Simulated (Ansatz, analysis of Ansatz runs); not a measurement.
**Al-H pair in alpha-quartz: local vibrational mode against experiment**

How near does this set-up come to the measured local vibrational mode? Subject: Al-H pair in alpha-quartz. Set-up: r2SCAN, 72-site cell, r2SCAN lattice, 500 eV, k: the single point 1/4 1/4 1/4, anharmonic cut along the mode. The model is a cell of 72 host atoms with Al put on another atom's site and H put in between. The frequencies come from force constants among the defect atom and its neighbours, with the masses of the isotopes named. A meta-GGA costs about twice a GGA and mends lattice constants and part of the gap.

What was measured. O-H stretch, 1H: 3378 cm⁻¹ at 300 K, by diffuse reflectance FTIR (“Structural evolution of water and hydroxyl groups during thermal, mechanical and chemical treatment of high purity natural quartz”, 2020, pmc:9055915). O-H stretch, 1H: 3313 cm⁻¹ at 300 K, by diffuse reflectance FTIR (“Structural evolution of water and hydroxyl groups during thermal, mechanical and chemical treatment of high purity natural quartz”, 2020, pmc:9055915). The calculation is set beside it at the end.

Program: Ansatz 0.2.0. Level of theory: plane-wave PAW DFT, r2SCAN; relaxation of all atoms of a defect supercell. Results are calculated unless marked as measured.

## 1. The starting structure

The cell holds 73 atoms: 23 Si, 48 O, 1 Al and 1 H. Its edges and angles: a = 9.844 Å, b = 9.844 Å, c = 10.830 Å, α = 90.0°, β = 90.0°, γ = 120.0°. It derives from SiO2 (space group P3_221). Nearest the centre at fractional (0.218, 0.159, 0.413): O4 at 0.31 Å, H73 at 1.30 Å, Al12 at 1.31 Å, Si1 at 1.87 Å, O9 at 2.38 Å, O16 at 2.39 Å, O15 at 2.40 Å, O27 at 2.74 Å.

The host's primitive cell comes from a first run (plane-wave PAW DFT, r2SCAN; relaxation of the host's cell and atoms): vectors of 4.922, 4.922 and 5.415 Å. That is 12.62 Å³ an atom, 0.4 % over the diffraction cell's volume. The supercell is built on it.

## 2. Relaxation, charge 0

Every later number rests on the structure around the defect, so the atoms are relaxed at the host's lattice first.

The input, relax/input.yaml:

```yaml
relax:
  f_tol: 0.01
  max_steps: 80
  random_displacement: { amplitude: 0.02, seed: 373 }
crystal:
  lattice:
    - [9.84405368, 0.0, 0.0]
    - [-4.92202684, 8.52520056, 0.0]
    - [0.0, 0.0, 10.8302851]
  atoms:
    - { symbol: Si, position: [0.234489878, 0.0, 0.333333333] }
    - { symbol: Si, position: [0.0, 0.234489878, 0.166666667] }
    - { symbol: Si, position: [0.265510122, 0.265510122, 0.0] }
    - { symbol: O, position: [0.206642365, 0.134490596, 0.392307363] }
    - { symbol: O, position: [0.365509404, 0.072151769, 0.225640697] }
    - { symbol: O, position: [0.427848231, 0.293357635, 0.05897403] }
    - { symbol: O, position: [0.134490596, 0.206642365, 0.107692637] }
    - { symbol: O, position: [0.072151769, 0.365509404, 0.274359303] }
    - { symbol: O, position: [0.293357635, 0.427848231, 0.44102597] }
    - { symbol: Si, position: [0.234489878, 0.0, 0.833333333] }
    - { symbol: Si, position: [0.0, 0.234489878, 0.666666667] }
    - { symbol: Al, position: [0.265510122, 0.265510122, 0.5] }
    - { symbol: O, position: [0.206642365, 0.134490596, 0.892307363] }
    - { symbol: O, position: [0.365509404, 0.072151769, 0.725640697] }
    - { symbol: O, position: [0.427848231, 0.293357635, 0.55897403] }
    - { symbol: O, position: [0.134490596, 0.206642365, 0.607692637] }
    - { symbol: O, position: [0.072151769, 0.365509404, 0.774359303] }
    - { symbol: O, position: [0.293357635, 0.427848231, 0.94102597] }
    - { symbol: Si, position: [0.234489878, 0.5, 0.333333333] }
    - { symbol: Si, position: [0.0, 0.734489878, 0.166666667] }
    - { symbol: Si, position: [0.265510122, 0.765510122, 0.0] }
    - { symbol: O, position: [0.206642365, 0.634490596, 0.392307363] }
    - { symbol: O, position: [0.365509404, 0.572151769, 0.225640697] }
    - { symbol: O, position: [0.427848231, 0.793357635, 0.05897403] }
    - { symbol: O, position: [0.134490596, 0.706642365, 0.107692637] }
    - { symbol: O, position: [0.072151769, 0.865509404, 0.274359303] }
    - { symbol: O, position: [0.293357635, 0.927848231, 0.44102597] }
    - { symbol: Si, position: [0.234489878, 0.5, 0.833333333] }
    - { symbol: Si, position: [0.0, 0.734489878, 0.666666667] }
    - { symbol: Si, position: [0.265510122, 0.765510122, 0.5] }
    - { symbol: O, position: [0.206642365, 0.634490596, 0.892307363] }
    - { symbol: O, position: [0.365509404, 0.572151769, 0.725640697] }
    - { symbol: O, position: [0.427848231, 0.793357635, 0.55897403] }
    - { symbol: O, position: [0.134490596, 0.706642365, 0.607692637] }
    - { symbol: O, position: [0.072151769, 0.865509404, 0.774359303] }
    - { symbol: O, position: [0.293357635, 0.927848231, 0.94102597] }
    - { symbol: Si, position: [0.734489878, 0.0, 0.333333333] }
    - { symbol: Si, position: [0.5, 0.234489878, 0.166666667] }
    - { symbol: Si, position: [0.765510122, 0.265510122, 0.0] }
    - { symbol: O, position: [0.706642365, 0.134490596, 0.392307363] }
    - { symbol: O, position: [0.865509404, 0.072151769, 0.225640697] }
    - { symbol: O, position: [0.927848231, 0.293357635, 0.05897403] }
    - { symbol: O, position: [0.634490596, 0.206642365, 0.107692637] }
    - { symbol: O, position: [0.572151769, 0.365509404, 0.274359303] }
    - { symbol: O, position: [0.793357635, 0.427848231, 0.44102597] }
    - { symbol: Si, position: [0.734489878, 0.0, 0.833333333] }
    - { symbol: Si, position: [0.5, 0.234489878, 0.666666667] }
    - { symbol: Si, position: [0.765510122, 0.265510122, 0.5] }
    - { symbol: O, position: [0.706642365, 0.134490596, 0.892307363] }
    - { symbol: O, position: [0.865509404, 0.072151769, 0.725640697] }
    - { symbol: O, position: [0.927848231, 0.293357635, 0.55897403] }
    - { symbol: O, position: [0.634490596, 0.206642365, 0.607692637] }
    - { symbol: O, position: [0.572151769, 0.365509404, 0.774359303] }
    - { symbol: O, position: [0.793357635, 0.427848231, 0.94102597] }
    - { symbol: Si, position: [0.734489878, 0.5, 0.333333333] }
    - { symbol: Si, position: [0.5, 0.734489878, 0.166666667] }
    - { symbol: Si, position: [0.765510122, 0.765510122, 0.0] }
    - { symbol: O, position: [0.706642365, 0.634490596, 0.392307363] }
    - { symbol: O, position: [0.865509404, 0.572151769, 0.225640697] }
    - { symbol: O, position: [0.927848231, 0.793357635, 0.05897403] }
    - { symbol: O, position: [0.634490596, 0.706642365, 0.107692637] }
    - { symbol: O, position: [0.572151769, 0.865509404, 0.274359303] }
    - { symbol: O, position: [0.793357635, 0.927848231, 0.44102597] }
    - { symbol: Si, position: [0.734489878, 0.5, 0.833333333] }
    - { symbol: Si, position: [0.5, 0.734489878, 0.666666667] }
    - { symbol: Si, position: [0.765510122, 0.765510122, 0.5] }
    - { symbol: O, position: [0.706642365, 0.634490596, 0.892307363] }
    - { symbol: O, position: [0.865509404, 0.572151769, 0.725640697] }
    - { symbol: O, position: [0.927848231, 0.793357635, 0.55897403] }
    - { symbol: O, position: [0.634490596, 0.706642365, 0.607692637] }
    - { symbol: O, position: [0.572151769, 0.865509404, 0.774359303] }
    - { symbol: O, position: [0.793357635, 0.927848231, 0.94102597] }
    - { symbol: H, position: [0.170942, 0.053162, 0.326978] }
basis:
  ecutwfc: 500
  xc_grid: 2
hamiltonian:
  xc: r2scan
kpoints:
  mp_grid: { grid: [1, 1, 1], shift: [0.25, 0.25, 0.25] }
scf:
  occupations: { method: fermi_dirac, width: 0.01 }
  max_iter: 120
output:
  forces: true
checkpoint:
  write: "../relax.run"
  compress: false
  write_wavefunctions: true
  write_every: 100000
```

On the command line:

```
> ansatz run input.yaml --threads 4 --pin off --max-ram 7536MiB --backend cpu --events-out ev --progress --plain --runs-dir out
```

Numbers of over 12 decimals in the logs are rounded to 6 here.

Log:

```text
[... repeated set-up lines and file paths are left out, and long positions are rounded to six places ...]
Engine: ansatz 0.2.0, aarch64-unknown-linux-gnu
Pseudopotentials: kind: paw
Pseudopotential: Si, paw, valence charge 4, recommended cutoff 500 eV (meta_gga), Si.paw.azcp
Pseudopotential: O, paw, valence charge 6, recommended cutoff 500 eV (meta_gga), O.paw.azcp
Pseudopotential: Al, paw, valence charge 3, recommended cutoff 500 eV (meta_gga), Al.paw.azcp
Pseudopotential: H, paw, valence charge 1, recommended cutoff 500 eV (meta_gga), H.paw.azcp
Functional definition: r2SCAN
  parameter k0 = 0.174
  parameter k1 = 0.065
  parameter a1 = 4.9479
  exchange = r2scan_x(k0 = k0, k1 = k1, a1 = a1)
  correlation = r2scan_c
Crystal: 73 atoms, lattice volume = 908.905 Å³
Basis set: ecut = 500 eV, 23025 PW (Γ), exchange–correlation on 144×144×160 points (8 copies of the dense FFT grid, shifted against one another)
Bands: 265, of which v1, the nominal top of the filled ones, is band 192 counted from 1 (191 counted from 0)
Symmetry: 1 space group operations
k-points: 1
Non-local potential: Si, projectors of the file, l = 0: 2, l = 1: 2, l = 2: 2
Non-local potential: O, projectors of the file, l = 0: 2, l = 1: 2, l = 2: 1
Non-local potential: Al, projectors of the file, l = 0: 2, l = 1: 2, l = 2: 1
Non-local potential: H, projectors of the file, l = 0: 2, l = 1: 1
PAW form: soft (Blöchl's): semilocal exchange-correlation on the pseudo side does not see the compensation charge
PAW frozen core: Si, regenerated for the run's functional (the file was generated under x = pbe(κ = 0.804, μ = 0.219515), c = pbe(β = 0.066725))
PAW frozen core: O, regenerated for the run's functional (the file was generated under x = pbe(κ = 0.804, μ = 0.219515), c = pbe(β = 0.066725))
PAW frozen core: Al, regenerated for the run's functional (the file was generated under x = pbe(κ = 0.804, μ = 0.219515), c = pbe(β = 0.066725))
PAW one-centre angular grid: Si, 302 points (default); XC on 160 Gauss nodes
PAW one-centre angular grid: O, 302 points (default); XC on 160 Gauss nodes
PAW one-centre angular grid: Al, 302 points (default); XC on 160 Gauss nodes
PAW one-centre angular grid: H, 302 points (default); XC on 160 Gauss nodes
Initial density: superposition of atomic densities (neutral atoms: chi_scale 0, normalization atom), corrected by the library's trained network
Initial wavefunctions: pseudopotential atomic-orbital guess
Functional: x = r2scan, c = r2scan; τ floored in thin density (d = 2e-4 eV/Å³)
SCF iter   1: F=—  HF=-42626.789130 eV  |F-HF|=—  |Δ(HF+E_count)|=         —  Δρ=1.02e-2  dr2=1.10e0  dr2_τ=6.42e0  ethr=1.77e-3  ⟨swp⟩=6.0  Hψ=1187  notcnv=0  defer=35
preconditioner: auto → Resta (q_TF=auto, 2.363 Å⁻¹)  ε∞=2.8  [insulator: Δε(μ)=5.280 eV  Ē_g=18.135 eV  σ=0.010 eV  W_gap=1.00  n_scr=212 (ndim 8)  ℏωp=24.1 eV  f_vac=0.112  D(μ)=0.00/eV (n_scr^D=0)  ε∞_Penn≈2.8]
SCF iter   2: F=—  HF=-42628.557146 eV  |F-HF|=—  |Δ(HF+E_count)|=    1.77e0  Δρ=5.73e-3  dr2=2.51e-1  dr2_τ=1.72e-2  ethr=2.88e-4  ⟨swp⟩=3.0  Hψ=507  notcnv=0  defer=68
SCF iter   3: F=—  HF=-42628.492899 eV  |F-HF|=—  |Δ(HF+E_count)|=   6.42e-2  Δρ=1.45e-3  dr2=2.10e-2  dr2_τ=2.91e-3  ethr=6.53e-5  ⟨swp⟩=3.0  Hψ=399  notcnv=0  defer=68
SCF iter   4: F=—  HF=-42628.488621 eV  |F-HF|=—  |Δ(HF+E_count)|=   4.28e-3  Δρ=5.35e-4  dr2=1.92e-3  dr2_τ=3.14e-4  ethr=5.48e-6  ⟨swp⟩=3.0  Hψ=507  notcnv=0  defer=68
SCF iter   5: F=—  HF=-42628.489359 eV  |F-HF|=—  |Δ(HF+E_count)|=   7.38e-4  Δρ=1.81e-4  dr2=2.82e-4  dr2_τ=3.32e-5  ethr=4.99e-7  ⟨swp⟩=3.0  Hψ=395  notcnv=0  defer=68
SCF iter   6: F=—  HF=-42628.489401 eV  |F-HF|=—  |Δ(HF+E_count)|=   4.23e-5  Δρ=6.55e-5  dr2=3.19e-5  dr2_τ=4.95e-6  ethr=7.33e-8  ⟨swp⟩=2.0  Hψ=388  notcnv=0  defer=68
SCF iter   7: F=—  HF=-42628.489405 eV  |F-HF|=—  |Δ(HF+E_count)|=   4.04e-6  Δρ=1.85e-5  dr2=2.66e-6  dr2_τ=3.18e-7  ethr=8.31e-9  ⟨swp⟩=2.0  Hψ=389  notcnv=0  defer=68
SCF iter   8: F=-42628.489406 eV  HF=-42628.489407 eV  |F-HF|=1.06e-7  |Δ(HF+E_count)|=   1.30e-6  Δρ=7.38e-6  dr2=3.70e-7  dr2_τ=5.43e-8  ethr=6.51e-10  ⟨swp⟩=4.0  Hψ=789  notcnv=0
SCF 1 converged in 8 iterations: F = -42628.489406 eV  dr2 = 3.70e-7
  greatest PAW one-centre occupation: 0.884 electrons in one spin orbital (limit 2), on the O atom at site 3 (counted from 0), in its partial waves of l = 0
relax step   1: F+E_penalty+E_count = -42628.48940647 eV  Δ(F+E_penalty+E_count) = +0.000e0 eV  max|allowed force component| = 2.884e1 eV/Å  Δτ_max = 0.0000 Å  (8 SCF iters, dr2 threshold 2.50e-6 eV, accepted)
[... the SCF cycles and remarks between the steps are left out from here to the last step ...]
relax step   2: F+E_penalty+E_count = -42633.68008790 eV  Δ(F+E_penalty+E_count) = -5.191e0 eV  max|allowed force component| = 1.429e1 eV/Å  Δτ_max = 0.1430 Å  (6 SCF iters, dr2 threshold 1.00e-4 eV, accepted)
relax step   3: F+E_penalty+E_count = -42636.99136740 eV  Δ(F+E_penalty+E_count) = -3.311e0 eV  max|allowed force component| = 6.785e0 eV/Å  Δτ_max = 0.1994 Å  (6 SCF iters, dr2 threshold 1.00e-4 eV, accepted)
relax step   4: F+E_penalty+E_count = -42638.33653548 eV  Δ(F+E_penalty+E_count) = -1.345e0 eV  max|allowed force component| = 2.720e0 eV/Å  Δτ_max = 0.1948 Å  (5 SCF iters, dr2 threshold 1.00e-4 eV, accepted)
relax step   5: F+E_penalty+E_count = -42638.85091235 eV  Δ(F+E_penalty+E_count) = -5.144e-1 eV  max|allowed force component| = 1.568e0 eV/Å  Δτ_max = 0.2000 Å  (6 SCF iters, dr2 threshold 1.00e-4 eV, accepted)
relax step   6: F+E_penalty+E_count = -42639.24718587 eV  Δ(F+E_penalty+E_count) = -3.963e-1 eV  max|allowed force component| = 1.012e0 eV/Å  Δτ_max = 0.2000 Å  (6 SCF iters, dr2 threshold 1.00e-4 eV, accepted)
relax step   7: F+E_penalty+E_count = -42639.45258288 eV  Δ(F+E_penalty+E_count) = -2.054e-1 eV  max|allowed force component| = 8.191e-1 eV/Å  Δτ_max = 0.1945 Å  (5 SCF iters, dr2 threshold 1.00e-4 eV, accepted)
relax step   8: F+E_penalty+E_count = -42639.52003032 eV  Δ(F+E_penalty+E_count) = -6.745e-2 eV  max|allowed force component| = 4.231e-1 eV/Å  Δτ_max = 0.2000 Å  (6 SCF iters, dr2 threshold 1.00e-4 eV, accepted)
relax step   9: F+E_penalty+E_count = -42639.54718274 eV  Δ(F+E_penalty+E_count) = -2.715e-2 eV  max|allowed force component| = 2.221e-1 eV/Å  Δτ_max = 0.2000 Å  (5 SCF iters, dr2 threshold 4.78e-5 eV, accepted)
relax step  10: F+E_penalty+E_count = -42639.55626954 eV  Δ(F+E_penalty+E_count) = -9.087e-3 eV  max|allowed force component| = 1.455e-1 eV/Å  Δτ_max = 0.1277 Å  (6 SCF iters, dr2 threshold 1.32e-5 eV, accepted)
relax step  11: F+E_penalty+E_count = -42639.56146143 eV  Δ(F+E_penalty+E_count) = -5.192e-3 eV  max|allowed force component| = 3.590e-1 eV/Å  Δτ_max = 0.1001 Å  (6 SCF iters, dr2 threshold 5.83e-6 eV, accepted)
relax step  12: F+E_penalty+E_count = -42639.56664612 eV  Δ(F+E_penalty+E_count) = -5.185e-3 eV  max|allowed force component| = 4.529e-1 eV/Å  Δτ_max = 0.0874 Å  (4 SCF iters, dr2 threshold 5.53e-5 eV, accepted)
relax step  13: F+E_penalty+E_count = -42639.57391123 eV  Δ(F+E_penalty+E_count) = -7.265e-3 eV  max|allowed force component| = 4.290e-1 eV/Å  Δτ_max = 0.0941 Å  (5 SCF iters, dr2 threshold 1.00e-4 eV, accepted)
relax step  14: F+E_penalty+E_count = -42639.57631094 eV  Δ(F+E_penalty+E_count) = -2.400e-3 eV  max|allowed force component| = 2.502e-1 eV/Å  Δτ_max = 0.2000 Å  (6 SCF iters, dr2 threshold 1.00e-4 eV, accepted)
relax step  15: F+E_penalty+E_count = -42639.59273022 eV  Δ(F+E_penalty+E_count) = -1.642e-2 eV  max|allowed force component| = 1.055e-1 eV/Å  Δτ_max = 0.0667 Å  (6 SCF iters, dr2 threshold 2.13e-5 eV, accepted)
relax step  16: F+E_penalty+E_count = -42639.59459290 eV  Δ(F+E_penalty+E_count) = -1.863e-3 eV  max|allowed force component| = 3.798e-2 eV/Å  Δτ_max = 0.0181 Å  (6 SCF iters, dr2 threshold 1.98e-6 eV, accepted)
relax step  17: F+E_penalty+E_count = -42639.59482292 eV  Δ(F+E_penalty+E_count) = -2.300e-4 eV  max|allowed force component| = 1.185e-2 eV/Å  Δτ_max = 0.0034 Å  (6 SCF iters, dr2 threshold 1.87e-7 eV, accepted)
SCF iter   1: F=—  HF=-42639.594098 eV  |F-HF|=—  |Δ(HF+E_count)|=         —  Δρ=9.28e-5  dr2=5.30e-5  dr2_τ=4.57e-4  ethr=1.24e-7  ⟨swp⟩=4.0  Hψ=627  notcnv=0  defer=69
SCF iter   2: F=—  HF=-42639.594855 eV  |F-HF|=—  |Δ(HF+E_count)|=   7.57e-4  Δρ=5.14e-5  dr2=1.65e-5  dr2_τ=8.61e-7  ethr=1.38e-8  ⟨swp⟩=3.0  Hψ=497  notcnv=0  defer=69
SCF iter   3: F=—  HF=-42639.594853 eV  |F-HF|=—  |Δ(HF+E_count)|=   1.96e-6  Δρ=1.41e-5  dr2=1.06e-6  dr2_τ=2.57e-7  ethr=4.29e-9  ⟨swp⟩=2.0  Hψ=388  notcnv=0  defer=69
SCF iter   4: F=—  HF=-42639.594853 eV  |F-HF|=—  |Δ(HF+E_count)|=   2.51e-8  Δρ=5.14e-6  dr2=1.32e-7  dr2_τ=1.29e-8  ethr=2.75e-10  ⟨swp⟩=2.0  Hψ=347  notcnv=0  defer=69
SCF iter   5: F=-42639.594853 eV  HF=-42639.594853 eV  |F-HF|=1.73e-8  |Δ(HF+E_count)|=   6.47e-8  Δρ=2.05e-6  dr2=3.10e-8  dr2_τ=5.41e-9  ethr=2.60e-11  ⟨swp⟩=4.0  Hψ=797  notcnv=0
SCF 18 converged in 5 iterations: F = -42639.594853 eV  dr2 = 3.10e-8
relax step  18: F+E_penalty+E_count = -42639.59485289 eV  Δ(F+E_penalty+E_count) = -2.997e-5 eV  max|allowed force component| = 5.800e-3 eV/Å  Δτ_max = 0.0014 Å  (5 SCF iters, accepted)
NSCF: frozen V_eff on 1 k-points
the band table was solved once a step of the walk had ended and its energy, with any forces and stress, was formed, with the checks that follow a solve (1247 applications of the Hamiltonian). They found nothing against the state; [...]
iter 1 solved again at ethr=8.07e-12 eV; its pass at ethr=3.10e-3 eV (dr2=3.10e-8 eV) is discarded
SCF iter   1: F=—  HF=-42639.594853 eV  |F-HF|=—  |Δ(HF+E_count)|=         —  Δρ=2.05e-6  dr2=3.09e-8  dr2_τ=5.40e-9  ethr=8.07e-12  ⟨swp⟩=1.0  Hψ=736  notcnv=0
SCF iter   2: F=-42639.594853 eV  HF=-42639.594853 eV  |F-HF|=1.23e-9  |Δ(HF+E_count)|=   5.54e-9  Δρ=6.90e-7  dr2=4.56e-9  dr2_τ=5.07e-10  ethr=8.06e-12  ⟨swp⟩=3.0  Hψ=653  notcnv=0
SCF 19 converged in 2 iterations: F = -42639.594853 eV  dr2 = 4.56e-9
NSCF: frozen V_eff on 1 k-points
the band table was solved once a step of the walk had ended and its energy, with any forces and stress, was formed, with the checks that follow a solve (901 applications of the Hamiltonian). They found nothing against the state; [...]
SCF converged after 2 iterations
Free energy (F): -42639.594853 eV
Harris-Foulkes:  -42639.594853 eV  (|F-HF|=1.23e-9)
Internal energy: -42639.594853 eV  (E = F + TS)
E sigma→0 (E₀):  -42639.594853 eV
Fermi energy:    5.829249 eV
--- Per-component energies (eV) ---
  E_band       = -1920.990710
  E_kinetic    = 9716.889686
  E_local      = -23556.428007  (includes V_loc(G=0)·N_el)
  E_nonlocal   = 2820.733469
  E_hartree    = 8479.915717
  E_xc         = -4798.333787
  E_vxc        = -6352.042135  (∫ρ·V_xc dr)
  E_paw        = -20158.398593  (= ΣΔE_a)
  E_vpaw       = -1909.013233  (= ΣTr[D̂ρ^β])
  E_aug_tail   = 0.050319  (compensation charges beyond the density's cutoff)
  E_vtau       = 398.987841  (kinetic-family band-sum trace: ∫τ·v_τ [+ j·A + Jᵃ·Aᵃ] dr)
  E_ewald      = -15140.672426
  E_core_change = -3.351231  (= ΣΔE_core)
  E_smearing   = -0.000000  (= −TS)
  E_closure    = 0.000000  (closes the sum)
  Σ components = -42639.594853   (vs F -42639.594853, Δ=0.00e0)
--- Forces (eV/Å), atoms counted from 1 ---
  atom   1  Si    -0.00330521    -0.00135832     0.00397135
  atom   2  Si    -0.00156593    -0.00117701     0.00249635
  [... 1 atom left out ...]
  atom   4  O      0.00580035     0.00315667     0.00071016
  atom   5  O      0.00268456     0.00320835    -0.00055559
  [... 3 atoms left out ...]
  atom   9  O     -0.00019584     0.00085004     0.00082450
  [... 2 atoms left out ...]
  atom  12  Al    -0.00017710    -0.00111411    -0.00288295
  [... 2 atoms left out ...]
  atom  15  O     -0.00095603     0.00030320    -0.00215174
  atom  16  O     -0.00351331    -0.00030616     0.00300471
  [... 9 atoms left out ...]
  atom  26  O     -0.00019363     0.00128707     0.00093363
  atom  27  O     -0.00279748     0.00294305    -0.00268543
  [... 45 atoms left out ...]
  atom  73  H     -0.00158778    -0.00208713    -0.00005449
  max |Σ_I F_I| component: 3.48e-3 eV/Å
--- Band table (eV) ---
  k-point 0: bands = ["-18.8404", "-18.1608", "-18.0195", "-17.9979", [... 257 left out ...] "14.9423", "15.0133", "15.0700", "15.1187"]
--- Relaxed structure (18 steps of the walk, 18 accepted, 0 SCFs on fresh bases) ---
  F+E_penalty+E_count = -42639.59485289 eV   max|allowed force component| = 5.800e-3 eV/Å
  atoms:
    - { symbol: Si, position: [0.226935, -0.011346, 0.330622] }
    - { symbol: Si, position: [0.000583, 0.239580, 0.163066] }
    [... 1 atom left out ...]
    - { symbol: O, position: [0.170822, 0.108923, 0.394830] }
    - { symbol: O, position: [0.358819, 0.081082, 0.229264] }
    [... 3 atoms left out ...]
    - { symbol: O, position: [0.300005, 0.438447, 0.433487] }
    [... 2 atoms left out ...]
    - { symbol: Al, position: [0.275059, 0.276135, 0.508323] }
    [... 2 atoms left out ...]
    - { symbol: O, position: [0.444023, 0.278836, 0.545708] }
    - { symbol: O, position: [0.137797, 0.205388, 0.623165] }
    [... 9 atoms left out ...]
    - { symbol: O, position: [0.067858, 0.854288, 0.270503] }
    - { symbol: O, position: [0.291018, 0.927945, 0.440858] }
    [... 45 atoms left out ...]
    - { symbol: H, position: [0.057290, 0.055158, 0.408600] }
```

It took 5.1 min on 4 threads of Arm Neoverse V2, shared host; peak memory 2.1 GiB.

[end of part 1 of 2]

[Logs are printed without paths, hosts, clocks, repeated set-up lines and the standing remarks that a program may print on its own settings, such as how far it seeks lower states.]

[Hosts, paths, dates, database ids (printed as entryN), source tags and the programs' standing remarks are cut or masked in the printed files.]

[For some hosts the program warned that the k-mesh of the response run may be too coarse for force constants and the static dielectric constant; such warnings are not shown here.]
